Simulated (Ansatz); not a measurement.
## Sn2Pt (Fm-3m): relaxing the cell for a phonon run

Task: relax Sn2Pt (Fm-3m) tightly.

Main program and level: Ansatz 0.2.0; DFT PBEsol, scalar-relativistic, plane waves, PAW; PAW set soft_1.

The database entry behind the starting cell differs from later determinations by our own check (0.1 to 0.3 % short, probably kX units), so it need not match the best structure at ambient conditions.

### 1. Starting point

The structure is cubic, space group Fm-3m (No. 225). The conventional cell has a = 6.425 Å, b = 6.425 Å, c = 6.425 Å, α = 90.00°, β = 90.00°, γ = 90.00°. Nearest to Sn lie 4 Pt at 2.78 Å. Nearest to Pt lie 8 Sn at 2.78 Å. Farther neighbours are not listed.

### 2. A coarse first look

First a cheap look: the gap decides the mesh and the occupations, the pressure tells how far the cell has to move.

The input, input.yaml:

```yaml
crystal:
  lattice:
    - [0.0, 3.2125, 3.2125]
    - [3.2125, 0.0, 3.2125]
    - [3.2125, 3.2125, 0.0]
  atoms:
    - { symbol: Sn, position: [0.25, 0.25, 0.25] }
    - { symbol: Sn, position: [0.75, 0.75, 0.75] }
    - { symbol: Pt, position: [0.0, 0.0, 0.0] }
kpoints:
  mp_grid: { grid: [6, 6, 6] }
hamiltonian:
  xc: pbesol
  pseudopotentials: { kind: paw, azcp: { folder: soft_1 }, xc_functional: pbe }
scf:
  occupations: { method: gaussian, width: 0.1 }
output:
  forces: true
  stress: true
  eigenvalues: true
```

Command:

```console
$ ansatz run input.yaml --threads 4 --pin off --max-ram 10240MiB --backend cpu --events-out ev --progress --plain --runs-dir out
```

Numbers of over 12 decimals in the logs are rounded to 6 here.

What it wrote:

```text
Engine: ansatz 0.2.0, x86_64-unknown-linux-gnu
Pseudopotentials: kind: paw
Pseudopotential: Sn, paw, valence charge 14, recommended cutoff 420 eV (normal), soft_1/Sn.paw.azcp
Pseudopotential: Pt, paw, valence charge 18, recommended cutoff 420 eV (normal), soft_1/Pt.paw.azcp
Functional definition: PBEsol
  exchange = pbesol_x
  correlation = pbesol_c
Crystal: 3 atoms, lattice volume = 66.307 Å³
[...]
k-point 0: bands = [... 19 lower, 10.8555, 11.6122, 16.9253, 16.9253, 16.9253, 17.2452, 17.2452, 17.2452, ... 1 higher]
  k-point 1: bands = [... 19 lower, 10.7903, 12.3592, 14.2822, 15.7183, 15.7183, 17.2250, 17.5878, 17.5878, ... 1 higher]
  k-point 2: bands = [... 19 lower, 10.7799, 11.2318, 14.4190, 14.4433, 14.4433, 16.2224, 17.3831, 17.3831, ... 1 higher]
  k-point 15: bands = [... 19 lower, 10.6656, 10.9266, 10.9713, 12.1321, 15.2818, 17.7614, 18.4204, 20.9177, ... 1 higher]
[key lines of the parts left out:]
SCF converged after 7 iterations
Free energy (F): -24286.427779 eV
Fermi energy:    14.464005 eV
P = ⅓ Tr σ = 1.5519 GPa (15.519 kbar)
```

Run time: 7.2 s. Hardware: 4 threads of Intel Xeon Platinum 8488C (Sapphire Rapids), shared host; peak memory 0.48 GiB.

This step gave:

```
pressure          : 1.552 GPa
volume per atom   : 22.10 Å³
gap on the k-mesh : 0 eV
```

The coarse mesh shows no gap and a pressure of 1.6 GPa.

### 3. Bringing the structure to rest

The cell and atoms are relaxed, since residual forces and stress would shift the frequencies.

input.yaml, as its differences from that of step 2:

```diff
@@ -10,3 +10,3 @@
 kpoints:
-  mp_grid: { grid: [6, 6, 6] }
+  mp_grid: { grid: [12, 12, 12] }
 hamiltonian:
@@ -20 +20,6 @@
   eigenvalues: true
+relax:
+  adjacent_minimum: "off"
+  f_tol: 0.005
+  max_steps: 80
+  cell: { stress_tol: 0.05 }
```

What it wrote:

```text
[...]
Crystal: 3 atoms, lattice volume = 66.307 Å³
Basis set: ecut = 420 eV, 1291 PW (Γ), exchange–correlation on 64×64×64 points (8 copies of the dense FFT grid, shifted against one another)
Bands: 28, of which v1, the nominal top of the filled ones, is band 23 counted from 1 (22 counted from 0)
Symmetry: 48 space group operations
[...]
k-points: 72 of 1728
[...]
SCF iter   1: F=—  HF=-24287.836789 eV  |F-HF|=—  |Δ(HF+E_count)|=         —  Δρ=9.03e-2  dr2=7.35e0  ethr=3.10e-3  ⟨swp⟩=6.2  Hψ=8623  notcnv=0
[...]
SCF iter   9: F=-24286.476977 eV  HF=-24286.476977 eV  |F-HF|=8.91e-10  |Δ(HF+E_count)|=   5.41e-8  Δρ=3.71e-6  dr2=7.25e-9  ethr=2.17e-10  ⟨swp⟩=8.9  Hψ=9662  notcnv=0
SCF 1 converged in 9 iterations: F = -24286.476977 eV  dr2 = 7.25e-9
[...]
relax step   1: F+E_penalty+E_count = -24286.47697699 eV  Δ(F+E_penalty+E_count) = +0.000e0 eV  max|allowed force component| = 3.701e-17 eV/Å  Δτ_max = 0.0000 Å  P = +1.531 GPa  Ω = 66.307 Å³  (9 SCF iters, dr2 threshold 1.00e-7 eV, accepted)
Crystal: 3 atoms, lattice volume = 68.733 Å³
Basis set: ecut = 420 eV, 1363 PW (Γ), exchange–correlation on 64×64×64 points (8 copies of the dense FFT grid, shifted against one another)
[...]
iter 1 solved again at ethr=2.71e-5 eV; its pass at ethr=3.10e-3 eV (dr2=1.25e-2 eV) is discarded
[...]
SCF iter   5: F=-24286.470164 eV  HF=-24286.470164 eV  |F-HF|=7.77e-8  |Δ(HF+E_count)|=   3.11e-7  Δρ=1.14e-5  dr2=7.16e-8  ethr=6.52e-10  ⟨swp⟩=6.7  Hψ=9396  notcnv=0
SCF 2 converged in 5 iterations: F = -24286.470164 eV  dr2 = 7.16e-8
relax step   2: F+E_penalty+E_count = -24286.47016412 eV  Δ(F+E_penalty+E_count) = +6.813e-3 eV  max|allowed force component| = 1.164e-16 eV/Å  Δτ_max = 0.0000 Å  P = -2.246 GPa  Ω = 68.733 Å³  energy of the carried Pulay correction = -3.594e-4 eV  (5 SCF iters, dr2 threshold 3.00e-7 eV, rejected (line search))
Crystal: 3 atoms, lattice volume = 67.269 Å³
[...]
SCF iter   7: F=-24286.481166 eV  HF=-24286.481166 eV  |F-HF|=7.28e-12  |Δ(HF+E_count)|=  2.51e-10  Δρ=1.32e-7  dr2=1.17e-11  ethr=1.00e-12  ⟨swp⟩=6.5  Hψ=9440  notcnv=0
SCF 3 converged in 7 iterations: F = -24286.481166 eV  dr2 = 1.17e-11
relax step   3: F+E_penalty+E_count = -24286.48116574 eV  Δ(F+E_penalty+E_count) = -4.189e-3 eV  max|allowed force component| = 5.474e-17 eV/Å  Δτ_max = 0.0000 Å  P = -0.066 GPa  Ω = 67.269 Å³  energy of the carried Pulay correction = -1.441e-4 eV  (7 SCF iters, accepted)
[...]
relax step   4: F+E_penalty+E_count = -24286.48118040 eV  Δ(F+E_penalty+E_count) = -1.465e-5 eV  max|allowed force component| = 1.049e-16 eV/Å  Δτ_max = 0.0000 Å  P = -0.002 GPa  Ω = 67.229 Å³  energy of the carried Pulay correction = -1.381e-4 eV  (4 SCF iters, dr2 threshold 1.10e-8 eV, accepted)
[...]
SCF iter   5: F=-24286.481314 eV  HF=-24286.481314 eV  |F-HF|=1.82e-11  |Δ(HF+E_count)|=  2.04e-10  Δρ=1.76e-7  dr2=1.95e-11  ethr=1.00e-12  ⟨swp⟩=4.7  Hψ=10854  notcnv=0
SCF 5 converged in 5 iterations: F = -24286.481314 eV  dr2 = 1.95e-11
relax step   5: F+E_penalty+E_count = -24286.48131432 eV  Δ(F+E_penalty+E_count) = -1.339e-4 eV  max|allowed force component| = 1.203e-16 eV/Å  Δτ_max = 0.0000 Å  P = -0.003 GPa  Ω = 67.229 Å³  stress off target by 3.35e-3 GPa  SCF on the basis re-selected at this cell (its energy is not comparable with the rows above)  (5 SCF iters)
basis re-selected at this cell: Δ(F+E_penalty+E_count) = -1.339e-4 eV, ΔP = -0.002 GPa vs the last step (what re-selecting the basis moved, of the pressure what is left beyond the Pulay correction that the steps carried, after the strain that the cell walked since its last selection, with what the two solves' SCF thresholds leave and, on support functions, any second-order correction that the steps lacked; it is no m [...]
SCF converged after 5 iterations
Free energy (F): -24286.481314 eV
[...]
Internal energy: -24286.475373 eV  (E = F + TS)
E sigma→0 (E₀):  -24286.478344 eV
Entropy (-TS):   -0.005941 eV (-1.980 meV/atom)
Fermi energy:    14.246714 eV
[...]
--- Stress (GPa, compression-positive) ---
       -0.003345      -0.000000      -0.000000
       -0.000000      -0.003345      -0.000000
       -0.000000      -0.000000      -0.003345
  P = ⅓ Tr σ = -0.0033 GPa (-0.033 kbar)
--- Band table (eV; the first three rows and the last of 72) ---
  k-point 0: bands = [... 19 lower, 10.6730, 11.2827, 16.6335, 16.6335, 16.6335, 16.9591, 16.9591, 16.9591, ... 1 higher]
  k-point 1: bands = [... 19 lower, 10.6535, 11.5713, 15.3549, 16.1286, 16.1286, 17.2444, 17.2444, 17.2677, ... 1 higher]
  k-point 2: bands = [... 19 lower, 10.6091, 12.0656, 14.0157, 15.4492, 15.4492, 16.9249, 17.2941, 17.2941, ... 1 higher]
  k-point 71: bands = [... 19 lower, 10.5966, 10.5966, 10.7889, 12.0533, 16.3901, 16.3901, 18.5186, 19.2583, ... 1 higher]
--- Relaxed structure (4 steps of the walk, 3 accepted, 1 SCFs on fresh bases) ---
  F+E_penalty+E_count = -24286.48131432 eV   max|allowed force component| = 1.203e-16 eV/Å   (the final SCF, on the basis selected at the relaxed cell)
  cell:  # Å, volume = 67.2289 Å³
    - [0, 3.227321, 3.227321]
    - [3.227321, 0, 3.227321]
    - [3.227321, 3.227321, 0]
  atoms:
    - { symbol: Sn, position: [0.25, 0.25, 0.25] }
    - { symbol: Sn, position: [0.75, 0.75, 0.75] }
    - { symbol: Pt, position: [0, 0, 0] }
```

Wall time 8.5 s (4 threads); peak memory 0.59 GiB.

The steps of the relaxation:

| step | energy less that of the first step (eV) | largest force component (eV/Å) | pressure (GPa) | volume (Å³) |
| --- | --- | --- | --- | --- |
| 1 | 0.0000 | 0.0000 | 1.53 | 66.31 |
| 2 | 0.0068 | 0.0000 | -2.25 | 68.73 |
| 3 | -0.0042 | 0.0000 | -0.07 | 67.27 |
| 4 | -0.0042 | 0.0000 | 0.00 | 67.23 |
| 5* | -0.0043 | 0.0000 | 0.00 | 67.23 |

Relaxation steps marked * repeat the geometry before them on a plane-wave basis chosen anew for their cell, so energy and pressure can jump there. Relaxation step 2 was tried and not accepted.

Forces are held to the 48 operations that the run works with; a distortion that breaks them can't arise in this run.

| conventional cell, symmetrised | before | after | change |
| --- | --- | --- | --- |
| a (Å) | 6.425 | 6.455 | +0.5 % |
| b (Å) | 6.425 | 6.455 | +0.5 % |
| c (Å) | 6.425 | 6.455 | +0.5 % |
| volume (Å³/atom) | 22.10 | 22.41 | +1.4 % |

The relaxed structure:

```cif
data_structure
_symmetry_space_group_name_H-M 'P 1'
_symmetry_Int_Tables_number 1
_cell_length_a 4.5641
_cell_length_b 4.5641
_cell_length_c 4.5641
_cell_angle_alpha 60.000
_cell_angle_beta 60.000
_cell_angle_gamma 60.000
_cell_volume 67.23
loop_
_atom_site_label
_atom_site_type_symbol
_atom_site_fract_x
_atom_site_fract_y
_atom_site_fract_z
_atom_site_occupancy
Sn1 Sn 0.25000 0.25000 0.25000 1
Sn2 Sn 0.75000 0.75000 0.75000 1
Pt3 Pt 0.00000 0.00000 0.00000 1
```

This step gave:

```yaml
pressure: -0.003345 GPa
volume_per_atom: 22.41 Å³
```

In this step the volume went from 22.10 to 22.41 Å³/atom.

### 4. Relaxing to small forces for the phonons

Phonons need a cell at rest on their own settings, so the relaxation is repeated with tight tolerances on forces and stress on the k mesh and occupations of the first response run.

input.yaml, the sections that differ from step 3:

```yaml
crystal:
  lattice:
    - [0.0, 3.2273205295, 3.2273205295]
    - [3.2273205295, 0.0, 3.2273205295]
    - [3.2273205295, 3.2273205295, 0.0]
  atoms:
    - { symbol: Sn, position: [0.25, 0.25, 0.25] }
    - { symbol: Sn, position: [0.75, 0.75, 0.75] }
    - { symbol: Pt, position: [0.0, 0.0, 0.0] }
scf:
  occupations: { method: methfessel_paxton, width: 0.2 }
relax:
  adjacent_minimum: "off"
  f_tol: 0.001
  max_steps: 60
  cell: { stress_tol: 0.01 }
# kpoints, hamiltonian, output: as in step 3
```

What it wrote:

```text
[...]
Crystal: 3 atoms, lattice volume = 67.229 Å³
Basis set: ecut = 420 eV, 1363 PW (Γ), exchange–correlation on 64×64×64 points (8 copies of the dense FFT grid, shifted against one another)
Bands: 28, of which v1, the nominal top of the filled ones, is band 23 counted from 1 (22 counted from 0)
[... 1 set-up line as in the run before ...]
[...]
k-points: 72 of 1728
[...]
k-point 71: bands = [... 19 lower, 10.6002, 10.6002, 10.7924, 12.0571, 16.3952, 16.3952, 18.5237, 19.2631, ... 1 higher]
--- Relaxed structure (3 steps of the walk, 2 accepted, 1 SCFs on fresh bases) ---
[...]
cell:  # Å, volume = 67.2137 Å³
    - [0, 3.227077, 3.227077]
    - [3.227077, 0, 3.227077]
    - [3.227077, 3.227077, 0]
  atoms:
    - { symbol: Sn, position: [0.25, 0.25, 0.25] }
    - { symbol: Sn, position: [0.75, 0.75, 0.75] }
    - { symbol: Pt, position: [0, 0, 0] }
[key lines of the parts left out:]
SCF converged after 6 iterations
Free energy (F): -24286.478439 eV
Fermi energy:    14.257541 eV
P = ⅓ Tr σ = -0.0001 GPa (-0.001 kbar)
```

Wall time 6.1 s (4 threads); peak memory 0.59 GiB; 21 s of CPU time.

Little changed from the start: no atom moved by 0.005 Å and no cell edge by 0.1 %.

This step gave:

- pressure: -7.49e-5 GPa
- volume per atom: 22.40 Å³

The forces vanish by symmetry and the pressure is 0.000 GPa, within the tolerances set. The cell now holds 22.40 Å³/atom.

### 5. What came out

```json
{"space group after relaxation (within 0.01 Å)": "Fm-3m", "lattice constant a": "6.454 Å", "lattice constant b": "6.454 Å", "lattice constant c": "6.454 Å", "volume per atom": "22.4 Å³"}
```

**Reading.** The forces vanish by symmetry and the pressure is 0.000 GPa, within the tolerances set. The cell now holds 22.40 Å³/atom. The relaxation keeps the symmetry of its start, so it says nothing on stability against lower symmetry. Spin-orbit coupling is left out, which can matter for the heavy elements here. The PAW files were made for PBE and serve the other functionals too.

[Logs are printed without paths, hosts, clocks, repeated set-up lines and the standing remarks that a program may print on its own settings, such as how far it seeks lower states.]

[Hosts, paths, dates, database ids (printed as entryN), source tags and the programs' standing remarks are cut or masked in the printed files.]
